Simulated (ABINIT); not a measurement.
# KCaF3 (Pm-3m): G0W0 with ABINIT, start to end, part 3 of 3

Aim: the G0W0 gap of KCaF3 (Pm-3m) on PBEsol, step by step.

ABINIT 10.8.3; PBEsol and many-body steps on it, plane waves. Known limits of the many-body steps: not at the basis limit; coarse k mesh.

So far. Step 4 (Empty states on the mesh, 2×2×2 mesh, 85 bands): On this mesh the gap is 6.057 eV. Step 5 (Screening, 2×2×2 mesh, 79 bands, screening to 106.1 eV): Local fields lower ε∞ by 7 %. On a Γ-centred mesh this coarse the value itself is usually too large, while a short band sum pulls it down.

## Step 6: Self-energy, 2×2×2 mesh, 79 bands, screening to 106.1 eV

The self-energy is evaluated for the states that the input lists, and the levels follow from it, in one-shot runs by the linearised quasiparticle equation.

This step: G0W0 on PBEsol, plane waves, norm-conserving pseudopotentials.

File run.abi:

```
acell 3*1.0 Angstrom
rprim 
  4.481726000000 0.000000000000 0.000000000000
  0.000000000000 4.481726000000 0.000000000000
  0.000000000000 0.000000000000 4.481726000000
ntypat 3
znucl 19 20 9
natom 5
typat 1 2 3 3 3
xred 
  0.500000000000 0.500000000000 0.500000000000
  0.000000000000 0.000000000000 0.000000000000
  0.000000000000 0.500000000000 0.000000000000
  0.000000000000 0.000000000000 0.500000000000
  0.500000000000 0.000000000000 0.000000000000
pp_dirpath "pseudos"
pseudos "K.upf, Ca.upf, F.upf"
ecut 36
ngkpt 2 2 2
nshiftk 1
shiftk 0 0 0
kptopt 1
chksymbreak 0
istwfk *1
occopt 1
irdwfk 1
optdriver 4
nband 79
gwcalctyp 0
ecutsigx 36
symsigma 1
nkptgw 2
kptgw 
  0.5000000000 0.5000000000 0.5000000000
  0.0000000000 0.0000000000 0.0000000000
bdgw 
  18 23
  18 24
ecuteps 3.9
irdscr 1
ppmodel 1
indata_prefix "in"
outdata_prefix "out"
tmpdata_prefix "tmp"
```

On the command line:

```
OMP_NUM_THREADS=1 mpirun -n 4 abinit run.abi > log
```

Numbers of over 12 decimals in the logs are rounded to 6 here.

Log:

```text
.Version 10.8.3 of ABINIT. v10.8.2 released Aug 2026.

 Symmetries : space group Pm -3 m (#221); Bravais cP (primitive cubic)
[... echo of the input left out ...]
== DATASET  1 ==================================================================
-   mpi_nproc: 4, omp_nthreads: 1 (-1 if OMP is not activated)

--- !DatasetInfo
iteration_state: {dtset: 1, }
dimensions: {natom: 5, nkpt: 4, mband: 79, nsppol: 1, nspinor: 1, nspden: 1, mpw: 6302, }
cutoff_energies: {ecut:  36.0, pawecutdg:  -1.0, }
electrons: {nelect:   4.00000000E+01, charge:   0.00000000E+00, occopt:   1.00000000E+00, tsmear:   1.00000000E-02, }

 SIGMA: Calculation of the GW corrections

 Based on a program developped by R.W. Godby, V. Olevano, G. Onida, and L. Reining.
 Incorporated in ABINIT by V. Olevano, G.-M. Rignanese, and M. Torrent.
.Using double precision arithmetic ; gwpc =  8

[... cell and pseudopotentials left out ...]
--------------------------------------------------------------------------------

 ==== K-mesh for the wavefunctions ====
 Number of points in the irreducible wedge :     4
[... list of points left out ...]
 Together with 48 symmetry operations and time-reversal symmetry
 yields     8 points in the full Brillouin Zone.

 ==== Q-mesh for screening function ====
 Number of points in the irreducible wedge :     4
[... list of points left out ...]
 Together with 48 symmetry operations and time-reversal symmetry
 yields     8 points in the full Brillouin Zone.

 vcoul_init : cutoff-mode = AUXILIARY_FUNCTION
 q-points for optical limit:   1
     1)      0.000010    0.000020    0.000030
 setmesh: FFT mesh size selected  =    45x   45x   45
          total number of points  =        91125

 Number of electrons calculated from density =   40.0000; Expected =   40.0000
 average of density, n =  0.065846
 r_s =    1.5362
 omega_plasma =   24.7525 [eV]

 === KS Band Gaps ===
  >>>> For spin  1
   Minimum direct gap =   6.2372 [eV], located at k-point      :   0.0000  0.0000  0.0000
   Fundamental gap    =   6.0567 [eV], Top of valence bands at :   0.5000  0.5000  0.5000
                                       Bottom of conduction at :   0.0000  0.0000  0.0000
 SIGMA fundamental parameters:
 PLASMON POLE MODEL  1
 number of plane-waves for SigmaX                 6235
 number of plane-waves for SigmaC and W            251
 number of plane-waves for wavefunctions          6235
 number of bands                                    79
 number of independent spin polarizations            1
 number of spinorial components                      1
 number of k-points in IBZ                           4
 number of q-points in IBZ                           4
 number of symmetry operations                      48
 number of k-points in BZ                            8
 number of q-points in BZ                            8
 number of frequencies for dSigma/dE                 9
 frequency step for dSigma/dE [eV]                0.25
 number of omega for Sigma on real axis              0
 max omega for Sigma on real axis  [eV]           0.00
 zcut for avoiding poles [eV]                     0.10

 EPSILON^-1 parameters (SCR file):
 dimension of the eps^-1 matrix on file            251
 dimension of the eps^-1 matrix used               251
 number of plane-waves for wavefunctions          6235
 number of bands                                    79
 number of q-points in IBZ                           4
 number of frequencies                               2
 number of real frequencies                          1
 number of imag frequencies                          1

 matrix elements of self-energy operator (all in [eV])

 Perturbative Calculation

--- !SelfEnergy_ee
iteration_state: {dtset: 1, }
kpoint     : [   0.500,    0.500,    0.500, ]
spin       : 1
KS_gap     :    9.665
QP_gap     :   14.220
Delta_QP_KS:    4.555
data: !SigmaeeData |
     Band     E0 <VxcDFT>   SigX SigC(E0)      Z dSigC/dE  Sig(E)    E-E0       E
       18  -0.452 -22.095 -29.579   5.069   0.806  -0.240 -24.043  -1.948  -2.400
       19  -0.452 -22.095 -29.579   5.069   0.806  -0.240 -24.043  -1.948  -2.400
       20  -0.452 -22.095 -29.579   5.069   0.806  -0.240 -24.043  -1.948  -2.400
       21   9.213  -9.943  -4.578  -2.456   0.896  -0.116  -7.336   2.607  11.820
       22   9.213  -9.943  -4.578  -2.456   0.896  -0.116  -7.336   2.607  11.820
       23   9.213  -9.943  -4.578  -2.456   0.896  -0.116  -7.336   2.607  11.820

--- !SelfEnergy_ee
iteration_state: {dtset: 1, }
kpoint     : [   0.000,    0.000,    0.000, ]
spin       : 1
KS_gap     :    6.237
QP_gap     :    9.739
Delta_QP_KS:    3.502
data: !SigmaeeData |
     Band     E0 <VxcDFT>   SigX SigC(E0)      Z dSigC/dE  Sig(E)    E-E0       E
       18  -0.633 -22.255 -29.752   5.050   0.808  -0.237 -24.232  -1.977  -2.610
       19  -0.633 -22.255 -29.752   5.050   0.808  -0.237 -24.232  -1.977  -2.610
       20  -0.633 -22.255 -29.752   5.050   0.808  -0.237 -24.232  -1.977  -2.610
       21   5.605  -8.083  -3.876  -2.510   0.899  -0.113  -6.559   1.524   7.129
       22   8.376 -12.906  -6.207  -2.764   0.883  -0.132  -9.430   3.475  11.851
       23   8.376 -12.906  -6.207  -2.764   0.883  -0.132  -9.430   3.475  11.851
       24   8.376 -12.906  -6.207  -2.764   0.883  -0.132  -9.430   3.475  11.851

== END DATASET(S) ==============================================================
================================================================================

 -outvars: echo values of variables after computation  --------
           etotal      0.0000000000E+00
            nband          79
             nkpt           4
          spgroup         221
 [... the other variables as echoed above ...]

 Calculation completed.
```

Run time: 19 s. Hardware: 4 MPI ranks of Intel Xeon Platinum 8259CL at 2.50GHz (Skylake/Cascade Lake), shared host; peak memory 0.79 GiB.

This step gave:

```yaml
g0w0_gap_on_the_points_computed: 9.529 eV
starting_gap_on_the_mesh: 6.057 eV
k_of_the_valence_top: 0.5, 0.5, 0.5
k_of_the_conduction_bottom: 0, 0, 0
z_at_the_valence_top: 0.806
z_at_the_conduction_bottom: 0.899
least_direct_g0w0_gap_on_the_computed_points: 9.739 eV
```

The gap on the mesh goes from 6.06 eV to 9.53 eV, a correction of +3.47 eV.

Limits: finite bands, cutoff and mesh; coarse k mesh. v1 is the top filled band, c1 the lowest empty one. The levels before and after the correction (eV, zero at the valence-band top of each column):

|  | conduction bottom | valence top |
| --- | --- | --- |
| Kohn-Sham | 6.06 | 0.00 |
| G0W0 | 9.53 | 0.00 |

|  | level | energy (eV) |
| --- | --- | --- |
| Kohn-Sham | (0.5 0.5 0.5) v3-v1 | 0.000 |
| Kohn-Sham | (0.5 0.5 0.5) c1-c3 | 9.665 |
| Kohn-Sham | Γ v3-v1 | -0.180 |
| Kohn-Sham | Γ c1 | 6.057 |
| Kohn-Sham | Γ c2-c4 | 8.828 |
| G0W0 | (0.5 0.5 0.5) v3-v1 | 0.000 |
| G0W0 | (0.5 0.5 0.5) c1-c3 | 14.220 |
| G0W0 | Γ v3-v1 | -0.210 |
| G0W0 | Γ c1 | 9.529 |
| G0W0 | Γ c2-c4 | 14.251 |

## Step 7: Where the time went

Times are wall times on 4 MPI ranks of Intel Xeon Platinum 8259CL at 2.50GHz (Skylake/Cascade Lake), shared host, good to a factor of about two.

| step | time | share | memory (GiB) |
| --- | --- | --- | --- |
| ground state | 83 s | 28 % | 0.41 |
| bands along the symmetry lines | 2 min | 42 % | 0.43 |
| empty states on the mesh | 38 s | 13 % | 0.36 |
| screening | 30 s | 10 % | 0.86 |
| self-energy | 19 s | 6 % | 0.79 |

## Step 8: Summary of results

| Property | Result |
| --- | --- |
| PBEsol gap | 6.06 eV, indirect |
| G0W0 gap on the mesh | 9.53 eV |
| GW settings | 2×2×2 mesh, 79 bands, screening to 106.1 eV, Godby-Needs plasmon pole |
| known limits | not at the basis limit; coarse k mesh |

**Reading.** G0W0 moves the gap on the mesh from 6.06 eV to 9.53 eV (+3.47 eV), with Z of 0.81 and 0.90 at the edges. Local fields lower the RPA ε∞ on this mesh from 2.16 to 2.00; a Γ-centred mesh this coarse tends to raise both, most where the direct gap is narrow, while a short band sum lowers them. Only 2 of the mesh's irreducible points were corrected, so a valley elsewhere could overtake. Bands and cutoff are finite, so the gap is not at the basis limit. The miss can reach some tenths of an eV and take either sign; the mesh is an error of its own. In the G0W0 run levels were corrected at 2 k points alone, so a gap called «on the mesh» is the least over those, and an edge elsewhere would be missed. The 2×2×2 mesh is coarse for this cell, which bears on the long-range parts of exchange and screening. This is the ideal cubic cell; many perovskites, halides above all, are cubic only on average, and local tilts or off-centring can widen the gap.

[Paths, hosts, dates, memory and timing lines, banners, echoed tables and standing remarks are left out of the program output.]

[Logs are printed without paths, hosts, clocks, repeated set-up lines and the standing remarks that a program may print on its own settings, such as how far it seeks lower states.]

[Runs of the session that timed out or met a known fault of the program may be left out.]

[Hosts, paths, dates, database ids (printed as entryN), source tags and the programs' standing remarks are cut or masked in the printed files.]

[G0W0 gaps are taken among the corrected bands and points alone; a level outside them can change the order at an edge.]

[Where Ansatz stands beside ABINIT at settings called matched, ABINIT's density can come from a denser mesh and the files from another edition; pairs whose starting gaps differed by over 0.03 eV were left out, so agreement reads better than it is.]
